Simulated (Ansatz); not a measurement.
**CeO2 (Fm-3m): the PBE gap against the k mesh of the density**

Wanted: the cheapest k mesh of the density that holds the PBE gap of CeO2 (Fm-3m).

Main program and level: Ansatz 0.2.0; DFT, PBE, plane waves, PAW; PAW set soft_1.

### 1. Set-up

The structure is cubic, space group Fm-3m (No. 225). The conventional cell has a = 5.407 Å, b = 5.407 Å, c = 5.407 Å, α = 90.00°, β = 90.00°, γ = 90.00°. Ce has 8 O at 2.34 Å nearest. Nearest to O lie 4 Ce at 2.34 Å. Farther neighbours and most contacts between anions are not listed.

The cell and positions come from the Crystallography Open Database and are kept as given unless a step says otherwise. Spin-orbit coupling is left out unless a step names it.

### 2. k mesh of the density: 2×2×2

input.yaml

```yaml
crystal:
  lattice:
    - [0.0, 2.70365, 2.70365]
    - [2.70365, 0.0, 2.70365]
    - [2.70365, 2.70365, 0.0]
  atoms:
    - { symbol: Ce, position: [0.0, 0.0, 0.0] }
    - { symbol: O, position: [0.25, 0.25, 0.25] }
    - { symbol: O, position: [0.75, 0.75, 0.75] }
kpoints:
  mp_grid: { grid: [2, 2, 2] }
  band_path:
    path:
      - [0.0, 0.0, 0.0]
      - [0.5, 0.0, 0.5]
      - [0.625, 0.25, 0.625]
      - [0.375, 0.375, 0.75]
      - [0.5, 0.5, 0.5]
      - [0.5, 0.25, 0.75]
      - [0.2625, 0.2625, 0.525]
    npoints: 1
hamiltonian:
  xc: pbe
  pseudopotentials: { kind: paw, azcp: { folder: soft_1 } }
scf:
  occupations: { method: fixed }
  n_extra_bands: 5
output:
  eigenvalues: true
  forces: true
  stress: true
  write_density: true
  write_potential: true
  elf: true
  volumetric_format: npy
```

On the command line:

```bash
> ansatz run input.yaml --threads 3 --pin off --max-ram 92160MiB --backend cuda --events-out ev --progress --plain --runs-dir out --devices 1 --max-vram 13GiB
```

Numbers of over 12 decimals in the logs are rounded to 6 here.

What it wrote:

```text
scf.n_extra_bands = 5 over 12 filled bands (N_el = 24.0): the run solves 17 bands
GPUs: using 1 of 1 available (devices: 1).
Engine: ansatz 0.2.0, x86_64-unknown-linux-gnu
Pseudopotentials: kind: paw
Pseudopotential: Ce, paw, valence charge 12, recommended cutoff 420 eV (normal), soft_1/Ce.paw.azcp
Pseudopotential: O, paw, valence charge 6, recommended cutoff 420 eV (normal), soft_1/O.paw.azcp
Functional definition: PBE
  parameter kappa = 0.804
  parameter beta = 0.066725
  exchange = pbe_x(kappa = kappa, mu = beta*pi^2/3)
  correlation = pbe_c(beta = beta)
device memory: the entry about to start is reckoned to put 1.3 GiB on a device that reports 48.6 GiB free (of which the cap on the GPU budget leaves the run 13.0 GiB)
GPU FFT provider: cuFFT
GPU libraries: cuBLAS 13.8.2, cuFFT 12.4.0, cuSOLVER 12.3.4
Crystal: 3 atoms, lattice volume = 39.526 Å³
Basis set: ecut = 420 eV, 749 PW (Γ), exchange–correlation on 54×54×54 points (8 copies of the dense FFT grid, shifted against one another)
Bands: 17, of which v1, the nominal top of the filled ones, is band 12 counted from 1 (11 counted from 0)
Symmetry: 48 space group operations
Space group: Fm-3m (ITA 225), of the structure as read, at distance tolerance 3.4e-5 Å
k-points: 3 of 8
Non-local potential: Ce, projectors of the file, l = 0: 3, l = 1: 2, l = 2: 2, l = 3: 3
Non-local potential: O, projectors of the file, l = 0: 2, l = 1: 2, l = 2: 1
PAW form: soft (Blöchl's): semilocal exchange-correlation on the pseudo side does not see the compensation charge
PAW one-centre angular grid: Ce, 590 points (default); XC on 64 Gauss nodes
PAW one-centre angular grid: O, 110 points (default); XC on 64 Gauss nodes
Initial density: superposition of atomic densities (chi_scale 0.1, normalization cell, long waves kept (reshape's long-wave potential 0.00 eV rms))
Initial wavefunctions: pseudopotential atomic-orbital guess
GPU buffer pool allocated for 19683 grid points (all kernels)
GPU transforms: local potential and band sums: pruned to the plane-wave sphere, on 25×25×25
Functional: x = pbe(κ = 0.804, μ = 0.219515), c = pbe(β = 0.066725)
SCF iter   1: F=—  HF=-7715.842673 eV  |F-HF|=—  |Δ(HF+E_count)|=         —  Δρ=4.57e-2  dr2=6.97e-1  ethr=3.10e-3  ⟨swp⟩=3.7  Hψ=201  notcnv=0  defer=5
preconditioner: auto → none  [insulator: Δε(μ)=2.665 eV  Ē_g=10.363 eV  n_scr=14 (ndim 8)  ℏωp=27.7 eV  f_vac=0.000  ε∞_Penn≈8.1]
SCF iter   2: F=—  HF=-7715.786443 eV  |F-HF|=—  |Δ(HF+E_count)|=   5.62e-2  Δρ=2.57e-2  dr2=2.02e-1  ethr=2.90e-3  ⟨swp⟩=2.7  Hψ=91  notcnv=0  defer=3
SCF iter   3: F=—  HF=-7716.320354 eV  |F-HF|=—  |Δ(HF+E_count)|=   5.34e-1  Δρ=1.14e-1  dr2=6.06e0  ethr=8.43e-4  ⟨swp⟩=3.3  Hψ=119  notcnv=0  defer=4  recentre
SCF iter   4: F=—  HF=-7715.803945 eV  |F-HF|=—  |Δ(HF+E_count)|=   5.16e-1  Δρ=6.83e-3  dr2=2.29e-2  ethr=8.43e-4  ⟨swp⟩=3.0  Hψ=124  notcnv=0  defer=4
SCF iter   5: F=—  HF=-7715.802910 eV  |F-HF|=—  |Δ(HF+E_count)|=   1.04e-3  Δρ=2.68e-3  dr2=3.13e-3  ethr=9.53e-5  ⟨swp⟩=2.7  Hψ=81  notcnv=0  defer=5
SCF iter   6: F=—  HF=-7715.802558 eV  |F-HF|=—  |Δ(HF+E_count)|=   3.51e-4  Δρ=1.17e-3  dr2=6.14e-4  ethr=1.30e-5  ⟨swp⟩=2.7  Hψ=67  notcnv=0  defer=6
SCF iter   7: F=—  HF=-7715.802475 eV  |F-HF|=—  |Δ(HF+E_count)|=   8.35e-5  Δρ=1.14e-4  dr2=6.19e-6  ethr=2.56e-6  ⟨swp⟩=2.0  Hψ=69  notcnv=0  defer=6
SCF iter   8: F=—  HF=-7715.802416 eV  |F-HF|=—  |Δ(HF+E_count)|=   5.90e-5  Δρ=2.02e-5  dr2=1.82e-7  ethr=2.58e-8  ⟨swp⟩=2.3  Hψ=73  notcnv=0  defer=4
SCF iter   9: F=-7715.802416 eV  HF=-7715.802416 eV  |F-HF|=2.18e-11  |Δ(HF+E_count)|=   1.67e-8  Δρ=1.50e-6  dr2=3.92e-10  ethr=4.17e-10  ⟨swp⟩=13.7  Hψ=392  notcnv=0
SCF 1 converged in 9 iterations: F = -7715.802416 eV  dr2 = 3.92e-10
[...]
device memory: the entry about to start is reckoned to put 0.7 GiB on a device that reports 48.5 GiB free (of which the cap on the GPU budget leaves the run 13.0 GiB)
NSCF: frozen V_eff on 7 k-points
SCF converged after 9 iterations
Free energy (F): -7715.802416 eV
Harris-Foulkes:  -7715.802416 eV  (|F-HF|=2.18e-11)
Internal energy: -7715.802416 eV  (E = F + TS)
E sigma→0 (E₀):  -7715.802416 eV
Fermi energy:    10.315846 eV
--- Per-component energies (eV) ---
  E_band       = 25.133302
  E_kinetic    = 579.790862
  E_local      = -921.897563  (includes V_loc(G=0)·N_el)
  E_nonlocal   = 204.036117
  E_hartree    = 345.645957
  E_xc         = -293.002146
  E_vxc        = -358.833327  (∫ρ·V_xc dr)
  E_paw        = -5899.761325  (= ΣΔE_a)
  E_vpaw       = -169.256576  (= ΣTr[D̂ρ^β])
  E_aug_tail   = 0.001527  (compensation charges beyond the density's cutoff)
  E_ewald      = -1730.615845
  E_smearing   = -0.000000  (= −TS)
  E_closure    = -0.000000  (closes the sum)
  Σ components = -7715.802416   (vs F -7715.802416, Δ=0.00e0)
--- Forces (eV/Å), atoms counted from 1 ---
  atom   1  Ce    -0.00000000    -0.00000000     0.00000000
  atom   2  O      0.00000000     0.00000000    -0.00000000
  atom   3  O     -0.00000000     0.00000000    -0.00000000
  max |Σ_I F_I| component: 5.55e-17 eV/Å
--- Stress (GPa, compression-positive) ---
        8.956466       0.000000      -0.000000
       -0.000000       8.956466       0.000000
        0.000000      -0.000000       8.956466
  P = ⅓ Tr σ = 8.9565 GPa (89.565 kbar)
--- Band table (eV) ---
  k-point 0: bands = [... 8 lower, 7.0168, 10.3158, 10.3158, 10.3158, 13.3427, 13.3427, 13.3427, 13.6143, ... 1 higher]
  k-point 1: bands = [... 8 lower, 9.6615, 9.7056, 10.1375, 10.1375, 13.0013, 13.1964, 13.1964, 13.3525, ... 1 higher]
  k-point 2: bands = [... 8 lower, 9.7444, 10.1155, 10.1155, 10.3151, 13.0444, 13.1489, 13.1489, 13.3223, ... 1 higher]
```

The job ended after 10 s (1 × NVIDIA H100 80GB HBM3 (shared by 6 runs) with 3 threads of AMD EPYC 7R13 (Zen 3), shared host; peak memory 0.92 GiB).

Reading the cycles: dr2 is the Hartree energy of the density residual (eV), the measure of convergence; HF is the Harris–Foulkes estimate of the energy, which meets the free energy F at convergence.

This step gave:

```
pressure             : 8.956 GPa
gap                  : 2.053 eV
valence top at       : k = (0.263, 0.263, 0.525)
conduction bottom at : L
least direct gap     : 2.152 eV
```

The gap is indirect, with the least direct gap 0.10 eV higher.

### 3. k mesh of the density: 4×4×4

input.yaml: that of step 2 with these lines changed.

```diff
@@ -10,3 +10,3 @@
 kpoints:
-  mp_grid: { grid: [2, 2, 2] }
+  mp_grid: { grid: [4, 4, 4] }
   band_path:
@@ -31,5 +31 @@
   stress: true
-  write_density: true
-  write_potential: true
-  elf: true
-  volumetric_format: npy
```

What it wrote:

```text
[...]
GPUs: using 1 of 1 available (devices: 1).
[...]
GPU FFT provider: cuFFT
GPU libraries: cuBLAS 13.8.2, cuFFT 12.4.0, cuSOLVER 12.3.4
Crystal: 3 atoms, lattice volume = 39.526 Å³
Basis set: ecut = 420 eV, 749 PW (Γ), exchange–correlation on 54×54×54 points (8 copies of the dense FFT grid, shifted against one another)
[...]
k-point 0: bands = [... 8 lower, 6.9570, 10.2231, 10.2231, 10.2231, 13.1437, 13.1437, 13.1437, 13.3965, ... 1 higher]
  k-point 1: bands = [... 8 lower, 8.2880, 9.8362, 10.0644, 10.0644, 13.0776, 13.0776, 13.1485, 13.3247, ... 1 higher]
  k-point 2: bands = [... 8 lower, 9.5764, 9.6297, 10.0483, 10.0483, 12.8152, 13.0021, 13.0021, 13.1533, ... 1 higher]
  k-point 7: bands = [... 8 lower, 9.7863, 9.7863, 10.0990, 10.1655, 12.8865, 13.0085, 13.0085, 13.2569, ... 1 higher]
[key lines of the parts left out:]
SCF converged after 8 iterations
Free energy (F): -7716.016009 eV
Fermi energy:    10.847131 eV
P = ⅓ Tr σ = 5.8886 GPa (58.886 kbar)
```

Wall time 9.6 s (1 × NVIDIA H100 80GB HBM3 (shared by 6 runs) with 3 threads); peak memory 0.91 GiB.

Numbers from this step:

| Quantity | Value |
| --- | --- |
| pressure | 5.889 GPa |
| gap | 1.958 eV |
| valence top at | k = (0.263, 0.263, 0.525) |
| conduction bottom at | L |
| least direct gap | 2.056 eV |

The gap is 1.958 eV, −0.094 eV from the run before at this level.

### 4. k mesh of the density: 8×8×8 (the default)

input.yaml, the sections that differ from step 3:

```yaml
kpoints:
  mp_grid: { grid: [8, 8, 8] }
  band_path:
    path:
      - [[0.0, 0.0, 0.0], [0.5, 0.0, 0.5], [0.625, 0.25, 0.625]]
      - [[0.375, 0.375, 0.75], [0.0, 0.0, 0.0], [0.5, 0.5, 0.5], [0.5, 0.25, 0.75], [0.5, 0.0, 0.5]]
    npoints: 10
scf:
  occupations: { method: fermi_dirac, width: 0.02 }
  n_extra_bands: 5
output:
  eigenvalues: true
  forces: true
  stress: true
  write_density: true
  write_potential: true
  elf: true
  volumetric_format: npy
# crystal, hamiltonian: as in step 3
```

What it wrote:

```text
[...]
GPUs: using 1 of 1 available (devices: 1).
[...]
GPU FFT provider: cuFFT
GPU libraries: cuBLAS 13.8.2, cuFFT 12.4.0, cuSOLVER 12.3.4
Crystal: 3 atoms, lattice volume = 39.526 Å³
Basis set: ecut = 420 eV, 749 PW (Γ), exchange–correlation on 54×54×54 points (8 copies of the dense FFT grid, shifted against one another)
[...]
k-point 0: bands = [... 8 lower, 6.9568, 10.2228, 10.2228, 10.2228, 13.1432, 13.1432, 13.1432, 13.3961, ... 1 higher]
  k-point 1: bands = [... 8 lower, 7.3537, 10.0835, 10.1668, 10.1668, 13.1280, 13.1280, 13.1446, 13.4161, ... 1 higher]
  k-point 2: bands = [... 8 lower, 8.2877, 9.8359, 10.0641, 10.0641, 13.0770, 13.0770, 13.1480, 13.3242, ... 1 higher]
  k-point 28: bands = [... 8 lower, 9.7860, 9.7860, 10.0987, 10.1652, 12.8859, 13.0079, 13.0079, 13.2563, ... 1 higher]
[key lines of the parts left out:]
SCF converged after 8 iterations
Free energy (F): -7716.016164 eV
Fermi energy:    11.828168 eV
P = ⅓ Tr σ = 5.8789 GPa (58.789 kbar)
```

The job ended after 9.1 s (1 × NVIDIA H100 80GB HBM3 (shared by 6 runs) with 3 threads; peak memory 0.94 GiB; 5.4 s of CPU time).

Numbers from this step:

```yaml
pressure: 5.879 GPa
gap: 1.958 eV
valence_top_at: k = (0.263, 0.263, 0.525)
conduction_bottom_at: L
least_direct_gap: 2.056 eV
```

The gap is 1.958 eV, as in the run before at this level.

### 5. k mesh of the density: 10×10×10

input.yaml, the sections that differ from step 4:

```yaml
kpoints:
  mp_grid: { grid: [10, 10, 10] }
  band_path:
    path:
      - [0.0, 0.0, 0.0]
      - [0.5, 0.0, 0.5]
      - [0.625, 0.25, 0.625]
      - [0.375, 0.375, 0.75]
      - [0.5, 0.5, 0.5]
      - [0.5, 0.25, 0.75]
      - [0.2625, 0.2625, 0.525]
    npoints: 1
scf:
  occupations: { method: fixed }
  n_extra_bands: 5
output:
  eigenvalues: true
  forces: true
  stress: true
# crystal, hamiltonian: as in step 4
```

What it wrote:

```text
[...]
GPUs: using 1 of 1 available (devices: 1).
[...]
GPU FFT provider: cuFFT
GPU libraries: cuBLAS 13.8.2, cuFFT 12.4.0, cuSOLVER 12.3.4
Crystal: 3 atoms, lattice volume = 39.526 Å³
Basis set: ecut = 420 eV, 749 PW (Γ), exchange–correlation on 54×54×54 points (8 copies of the dense FFT grid, shifted against one another)
[...]
k-point 0: bands = [... 8 lower, 6.9567, 10.2227, 10.2227, 10.2227, 13.1431, 13.1431, 13.1431, 13.3960, ... 1 higher]
  k-point 1: bands = [... 8 lower, 7.2160, 10.1295, 10.1856, 10.1856, 13.1337, 13.1337, 13.1441, 13.4090, ... 1 higher]
  k-point 2: bands = [... 8 lower, 7.8843, 9.9290, 10.1024, 10.1024, 13.1012, 13.1012, 13.1465, 13.4229, ... 1 higher]
  k-point 46: bands = [... 8 lower, 9.7380, 9.8458, 10.0899, 10.1726, 12.8931, 12.9950, 13.0095, 13.1851, ... 1 higher]
[key lines of the parts left out:]
SCF converged after 8 iterations
Free energy (F): -7716.016147 eV
Fermi energy:    10.826726 eV
P = ⅓ Tr σ = 5.8792 GPa (58.792 kbar)
```

Elapsed: 12 s, on 1 × NVIDIA H100 80GB HBM3 (shared by 6 runs) with 3 threads; peak memory 0.91 GiB.

Numbers from this step:

```
pressure             : 5.879 GPa
gap                  : 1.958 eV
valence top at       : k = (0.263, 0.263, 0.525)
conduction bottom at : L
least direct gap     : 2.056 eV
```

The gap is 1.958 eV, as in the run before at this level.

### 6. The series

Differences are against the last row; a negative gap means that bands overlap, and a run with a band path holds that path's time. Times are wall times on 1 × NVIDIA H100 80GB HBM3 (shared by 6 runs) with 3 threads of AMD EPYC 7R13 (Zen 3), shared host, good to a factor of about two.

```csv
k mesh of the density,gap (eV),direct gap (eV),gap error (eV),energy error (meV/atom),irreducible k,time
2×2×2,2.053,2.152,+0.094,+71.2,3,10 s
4×4×4,1.958,2.056,+0.0002,+0.0,8,9.6 s
8×8×8,1.958,2.056,+0.000,+0.0,29,9.1 s
10×10×10,1.958,2.056,+0.000,+0.0,47,12 s
```

### 7. Outcome

- 2×2×2: 2.053 eV
- 4×4×4: 1.958 eV
- 8×8×8: 1.958 eV
- 10×10×10: 1.958 eV

The gap holds to 0.02 eV from 4×4×4 on. At 2×2×2 the gap is off by +0.094 eV and the energy by +71 meV/atom. The gap is read over the mesh and added points near the edges, so meshes differ mainly through the density and, for a hybrid, the exchange operator. The runs have no spin polarisation. For a closed low-spin shell that is the natural state; where a d or f shell is open it is a constraint, and the gap is then not the crystal's own.

[Paths, hosts, dates, memory and timing lines, banners, echoed tables and standing remarks are left out of the program output.]

[Logs are printed without paths, hosts, clocks, repeated set-up lines and the standing remarks that a program may print on its own settings, such as how far it seeks lower states.]

[Runs of the session that timed out or met a known fault of the program may be left out.]

[Cells called generated may have been cut or substituted from an entry of the Crystallography Open Database or the Materials Project.]

[Hosts, paths, dates, database ids (printed as entryN), source tags and the programs' standing remarks are cut or masked in the printed files.]
